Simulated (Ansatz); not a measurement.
## BAs (F-43m): phonons and vibrational spectra

Wanted: vibrations and spectra of BAs (F-43m); the cell is already relaxed. After the zone centre comes a 4×4×4 q mesh on a 12×12×12 k mesh.

Calculated with Ansatz 0.2.0; DFT LDA, scalar-relativistic, plane waves, PAW; PAW set soft_1.

**1. The structure**

Symmetry: F-43m, No. 216, cubic system. Conventional cell: a = 4.732 Å, b = 4.732 Å, c = 4.732 Å, α = 90.00°, β = 90.00°, γ = 90.00°. B has 4 As at 2.05 Å nearest. Nearest to As lie 4 B at 2.05 Å. Farther neighbours are not listed.

**2. Linear response at the zone centre**

The cell comes from relaxations at this level that are not shown. The zone centre comes first: it holds the modes that light can see, as far as symmetry allows. The response to a homogeneous field gives the Born charges and the dielectric tensor.

The input, input.yaml:

```yaml
crystal:
  lattice:
    - [0.0, 2.3658309543, 2.3658309543]
    - [2.3658309543, 0.0, 2.3658309543]
    - [2.3658309543, 2.3658309543, 0.0]
  atoms:
    - { symbol: B, position: [0.0, 0.0, 0.0] }
    - { symbol: As, position: [0.25, 0.25, 0.25] }
kpoints:
  mp_grid: { grid: [12, 12, 12] }
hamiltonian:
  xc: lda
  pseudopotentials: { kind: paw, azcp: { folder: soft_1 }, xc_functional: pbe }
scf:
  occupations: { method: fixed }
output:
  eigenvalues: true
phonons:
  method: dfpt
  dielectric: true
  rigid_motions: translations
```

Started as:

```sh
ansatz run input.yaml --threads 4 --pin off --max-ram 10240MiB --backend cpu --events-out ev --progress --plain --runs-dir out
```

Numbers of over 12 decimals in the logs are rounded to 6 here.

The program printed:

```text
Engine: ansatz 0.2.0, aarch64-unknown-linux-gnu
Pseudopotentials: kind: paw
Pseudopotential: B, paw, valence charge 3, recommended cutoff 420 eV (normal), soft_1/B.paw.azcp
Pseudopotential: As, paw, valence charge 15, recommended cutoff 420 eV (normal), soft_1/As.paw.azcp
Functional definition: SPW92
  exchange = slater_x
  correlation = pw_c
Crystal: 2 atoms, lattice volume = 26.484 Å³
Basis set: ecut = 420 eV, 531 PW (Γ), exchange–correlation on 48×48×48 points (8 copies of the dense FFT grid, shifted against one another)
Bands: 13, of which v1, the nominal top of the filled ones, is band 9 counted from 1 (8 counted from 0)
Symmetry: 24 space group operations
k-points: 280 of 1728 (irreducible under 4 space group operations, time reversal used)
Non-local potential: B, projectors of the file, l = 0: 2, l = 1: 2, l = 2: 1
Non-local potential: As, projectors of the file, l = 0: 2, l = 1: 2, l = 2: 3, l = 3: 1
PAW form: soft (Blöchl's): semilocal exchange-correlation on the pseudo side does not see the compensation charge
PAW frozen core: B, regenerated for the run's functional, and the local potential with it (the file was generated under x = pbe(κ = 0.804, μ = 0.219515), c = pbe(β = 0.066725))
PAW frozen core: As, regenerated for the run's functional, and the local potential with it (the file was generated under x = pbe(κ = 0.804, μ = 0.219515), c = pbe(β = 0.066725))
PAW one-centre angular grid: B, 110 points (default); XC on 64 Gauss nodes
PAW one-centre angular grid: As, 590 points (default); XC on 64 Gauss nodes
Initial density: superposition of atomic densities (chi_scale 0.1, normalization cell, long waves kept (reshape's long-wave potential 0.00 eV rms))
Initial wavefunctions: pseudopotential atomic-orbital guess
Functional: x = slater, c = lda
SCF iter   1: F=—  HF=-4924.241075 eV  |F-HF|=—  |Δ(HF+E_count)|=         —  Δρ=7.89e-2  dr2=2.11e0  ethr=3.10e-3  ⟨swp⟩=4.4  Hψ=18550  notcnv=0  defer=335
preconditioner: auto → none  [insulator: Δε(μ)=1.815 eV  Ē_g=12.667 eV  n_scr=8 (ndim 8)  ℏωp=20.4 eV  f_vac=0.000  ε∞_Penn≈3.6]
SCF iter   2: F=—  HF=-4923.582290 eV  |F-HF|=—  |Δ(HF+E_count)|=   6.59e-1  Δρ=2.52e-2  dr2=1.47e-1  ethr=3.10e-3  ⟨swp⟩=2.3  Hψ=7815  notcnv=0  defer=411
SCF iter   3: F=—  HF=-4923.540017 eV  |F-HF|=—  |Δ(HF+E_count)|=   4.23e-2  Δρ=1.01e-2  dr2=1.85e-2  ethr=8.18e-4  ⟨swp⟩=2.1  Hψ=5176  notcnv=0  defer=525
SCF iter   4: F=—  HF=-4923.536346 eV  |F-HF|=—  |Δ(HF+E_count)|=   3.67e-3  Δρ=3.98e-3  dr2=3.18e-3  ethr=1.03e-4  ⟨swp⟩=2.4  Hψ=6629  notcnv=0  defer=539
SCF iter   5: F=—  HF=-4923.535300 eV  |F-HF|=—  |Δ(HF+E_count)|=   1.05e-3  Δρ=9.16e-4  dr2=1.33e-4  ethr=1.77e-5  ⟨swp⟩=3.2  Hψ=6752  notcnv=0  defer=543
SCF iter   6: F=—  HF=-4923.535284 eV  |F-HF|=—  |Δ(HF+E_count)|=   1.61e-5  Δρ=1.01e-4  dr2=1.30e-6  ethr=7.40e-7  ⟨swp⟩=2.9  Hψ=6730  notcnv=0  defer=538
SCF iter   7: F=—  HF=-4923.535285 eV  |F-HF|=—  |Δ(HF+E_count)|=   2.92e-7  Δρ=5.92e-6  dr2=4.31e-9  ethr=7.24e-9  ⟨swp⟩=2.0  Hψ=4760  notcnv=0
SCF iter   8: F=-4923.535285 eV  HF=-4923.535285 eV  |F-HF|=1.46e-11  |Δ(HF+E_count)|=   1.13e-9  Δρ=3.31e-7  dr2=1.01e-11  ethr=1.00e-12  ⟨swp⟩=6.6  Hψ=25171  notcnv=0
SCF 1 converged in 8 iterations: F = -4923.535285 eV  dr2 = 1.01e-11
  greatest PAW one-centre occupation: 0.999 electrons in one spin orbital (limit 2), on the As atom at site 1 (counted from 0), in its partial waves of l = 2
NSCF: frozen V_eff on 1 k-points
DFPT response loops at Γ: preconditioner auto → none (the input reference at scf.mixing.eps_inf says where Resta's filter doesn't serve); β = 0.50; Broyden in place of MSR1
── the response to a field inside a basis, on 12×12×12 k-points: an SCF that follows is theirs, and a resumed run solves both again ──
Bands: 10, of which v1, the nominal top of the filled ones, is band 9 counted from 1 (8 counted from 0)
k-points: 182 of 1728 (irreducible under 6 space group operations, time reversal used)
Initial density: handed on by an earlier stage of this run
Initial wavefunctions: pseudopotential atomic-orbital guess (no wavefunctions were taken with the density)
Eigensolver: Dense (182 Hₖ)
SCF iter   1: F=—  HF=-4923.534976 eV  |F-HF|=—  |Δ(HF+E_count)|=         —  Δρ=1.37e-4  dr2=1.27e-6  ethr=1.00e-1
preconditioner: auto → none  [insulator: Δε(μ)=1.269 eV  Ē_g=9.796 eV  n_scr=8 (ndim 8)  ℏωp=20.4 eV  f_vac=0.000  ε∞_Penn≈5.3]
SCF iter   2: F=—  HF=-4923.534976 eV  |F-HF|=—  |Δ(HF+E_count)|=   7.72e-8  Δρ=7.38e-5  dr2=4.21e-7  ethr=7.03e-9
SCF iter   3: F=-4923.534976 eV  HF=-4923.534976 eV  |F-HF|=4.65e-8  |Δ(HF+E_count)|=   1.25e-7  Δρ=1.52e-5  dr2=3.69e-8  ethr=2.34e-9
SCF 1 converged in 3 iterations: F = -4923.534976 eV  dr2 = 3.69e-8
DFPT response loops at Γ: mixed as the last ones told, above
SCF converged after 8 iterations
Free energy (F): -4923.535285 eV
Harris-Foulkes:  -4923.535285 eV  (|F-HF|=1.46e-11)
Internal energy: -4923.535285 eV  (E = F + TS)
E sigma→0 (E₀):  -4923.535285 eV
Fermi energy:    10.861208 eV
--- Per-component energies (eV) ---
  E_band       = -217.346213
  E_kinetic    = 148.586344
  E_local      = -1936.452901  (includes V_loc(G=0)·N_el)
  E_nonlocal   = -380.005329
  E_hartree    = 1093.340101
  E_xc         = -103.483327
  E_vxc        = -113.373433  (∫ρ·V_xc dr)
  E_paw        = -2005.330112  (= ΣΔE_a)
  E_vpaw       = -122.780973  (= ΣTr[D̂ρ^β])
  E_aug_tail   = -0.000004  (compensation charges beyond the density's cutoff)
  E_ewald      = -1742.311120
  E_core_change = 2.121063  (= ΣΔE_core)
  E_smearing   = -0.000000  (= −TS)
  E_closure    = 0.000000  (closes the sum)
  Σ components = -4923.535285   (vs F -4923.535285, Δ=0.00e0)
--- Band table (eV; the first three rows and the last of 280) ---
  k-point 0: bands = [... 5 lower, -4.7898, 10.8612, 10.8612, 10.8612, 14.1508, 14.1508, 14.1508, 15.8722]
  k-point 1: bands = [... 5 lower, -4.6732, 9.8150, 10.6356, 10.6356, 14.3291, 14.4468, 14.4468, 16.4569]
  k-point 2: bands = [... 5 lower, -4.3270, 7.8675, 10.1604, 10.1604, 14.2543, 15.0589, 15.0589, 17.7116]
  k-point 279: bands = [... 5 lower, -0.3559, 2.8085, 5.1897, 5.4934, 16.0706, 16.8735, 17.6338, 18.0903]
--- Phonons (Γ-DFPT): 2 representative perturbations + reference, on 280 of 1728 k-points (Σ response iterations 6) ---
  k mesh reduced under 4 symmetry operations, with k and −k counted as one. Each operation leaves every solved perturbation unchanged. A smaller set is not considered because the run solves the response to a homogeneous field
  ASR residual: 2.737e-4 → 0.000e0 eV/Å²; symmetrization residual: 5.809e-7 eV/Å²
  ASR residual per site (eV/Å²): 1.06e-4 2.74e-4
  Γ frequencies (cm⁻¹): 0.00 0.00 0.00 699.93 699.93 699.93
  ε∞ (high-frequency dielectric tensor):
        9.657789     0.000000     0.000000
        0.000000     9.657789     0.000000
        0.000000     0.000000     9.657789
  ε⁰ (static dielectric tensor: ions relaxed, cell fixed):
        9.774462     0.000000     0.000000
        0.000000     9.774462     0.000000
        0.000000     0.000000     9.774462
  ε⁰ − ε∞ (ionic part):
        0.116673     0.000000     0.000000
        0.000000     0.116673     0.000000
        0.000000     0.000000     0.116673
  softest optical mode at Γ: 699.93 cm⁻¹; the repairs (sum rule, projections) moved no ω² at Γ by more than (1.66 cm⁻¹)²
  Born effective charges Z* (e; rows j = field, columns β = displacement):
    site 0:
        -0.53910   -0.00000    0.00000
        -0.00000   -0.53910   -0.00000
        -0.00000   -0.00000   -0.53910
    site 1:
         0.53910    0.00000   -0.00000
         0.00000    0.53910    0.00000
         0.00000    0.00000    0.53910
  Z* charge neutrality: 3.663e-4 e pre-enforcement
  solved inside a basis spanned on kpoints, on 12×12×12 k-points, its susceptibility summed on 16×16×16: ε∞ is read to err by 2.8e-2, Z* by 1.6e-2 e (field_mesh: kpoints solves on kpoints); Z* is corrected for what the basis lacks
  optical modes at Γ without the LO–TO term, one row a degenerate level:
      ω (cm⁻¹)  modes    IR ((D/Å)²/amu)
        699.93      3             2.1292
  optical modes at Γ + LO–TO along q̂ = [1.0000, 0.0000, 0.0000]:
      ω (cm⁻¹)  modes    IR ((D/Å)²/amu)
        699.93      2             1.4195
        704.15      1             0.7097
  optical modes at Γ + LO–TO along q̂ = [0.0000, 1.0000, 0.0000]:
      ω (cm⁻¹)  modes    IR ((D/Å)²/amu)
        699.93      2             1.4195
        704.15      1             0.7097
  optical modes at Γ + LO–TO along q̂ = [0.0000, 0.0000, 1.0000]:
      ω (cm⁻¹)  modes    IR ((D/Å)²/amu)
        699.93      2             1.4195
        704.15      1             0.7097
```

It took 23 s on 4 threads of Arm Neoverse V2, shared host; peak memory 0.74 GiB; 87 s of CPU time.

This step gave:

```
gap on the k-mesh                                       : 1.111 eV
volume per atom                                         : 13.24 Å³
sum-rule residual before enforcement                    : 2.74e-4 eV/Å²
miss of the charge sum rule                             : 3.66e-4 e
estimated error of the dielectric tensor                : 0.02753
estimated error of the Born charges                     : 0.01564 e
point group                                             : -43m
highest optical mode at the zone centre (no LO-TO term) : 699.9 cm⁻¹
lowest optical zone-centre mode                         : 699.9 cm⁻¹
mean high-frequency dielectric constant                 : 9.658
largest Born charge (third of the trace)                : -0.5391 e
mean static dielectric constant                         : 9.774
top of the zone-centre spectrum with the field          : 704.1 cm⁻¹
```

Without the LO-TO term. Patterns of degenerate modes are one choice out of their space. The modes at Γ (shares of kinetic energy by element, %):

```csv
mode,frequency (cm⁻¹),symmetry,B %,As %
1,0.0,acoustic,13,87
2,0.0,acoustic,13,87
3,0.0,acoustic,13,87
4,699.9,T2,87,13
5,699.9,T2,87,13
6,699.9,T2,87,13
```

Displacements in mode 5 (699.9 cm⁻¹), the largest set to 1:
```
B1   1.00  0.00  0.00
As2 -0.14  0.00  0.00
```

Optical modes at the zone centre, without and with the macroscopic field of the longitudinal modes; each column is sorted by frequency, so a row need not hold one and the same mode. Modes with and without the field, by row:

```csv
rank among optical modes,no field (cm⁻¹),"q along (1, 0, 0) (cm⁻¹)"
1,699.9,699.9
2,699.9,699.9
3,699.9,704.1
```

Born charge (rows field, columns displacement) (e), principal values of the symmetric part by kind of site:

```csv
atom,atoms with these values,low,middle,high,mean
B1,1,-0.5391,-0.5391,-0.5391,-0.5391
As2,1,0.5391,0.5391,0.5391,0.5391
```

In full for B1:

```
-0.5391  0.0000  0.0000
 0.0000 -0.5391  0.0000
 0.0000  0.0000 -0.5391
```

High-frequency dielectric tensor:

```
9.66 0.00 0.00
0.00 9.66 0.00
0.00 0.00 9.66
```

Static dielectric tensor (ions relaxed, fixed cell):

```
9.77 0.00 0.00
0.00 9.77 0.00
0.00 0.00 9.77
```

Transverse modes. Lines of the infrared spectrum (strongest = 100):

```csv
position (cm⁻¹),label,relative intensity
700,T2,100
```

Before it was imposed, the acoustic sum rule was missed by 2.7e-4 eV/Å² and the charge sum rule by 3.7e-4 e. Small misses are needed for a sound result but don't prove that mesh and cutoff are converged. The lowest optical mode is real, 700 cm⁻¹.

(Continued in part 2 of 2.)

[Logs are printed without paths, hosts, clocks, repeated set-up lines and the standing remarks that a program may print on its own settings, such as how far it seeks lower states.]

[Hosts, paths, dates, database ids (printed as entryN), source tags and the programs' standing remarks are cut or masked in the printed files.]
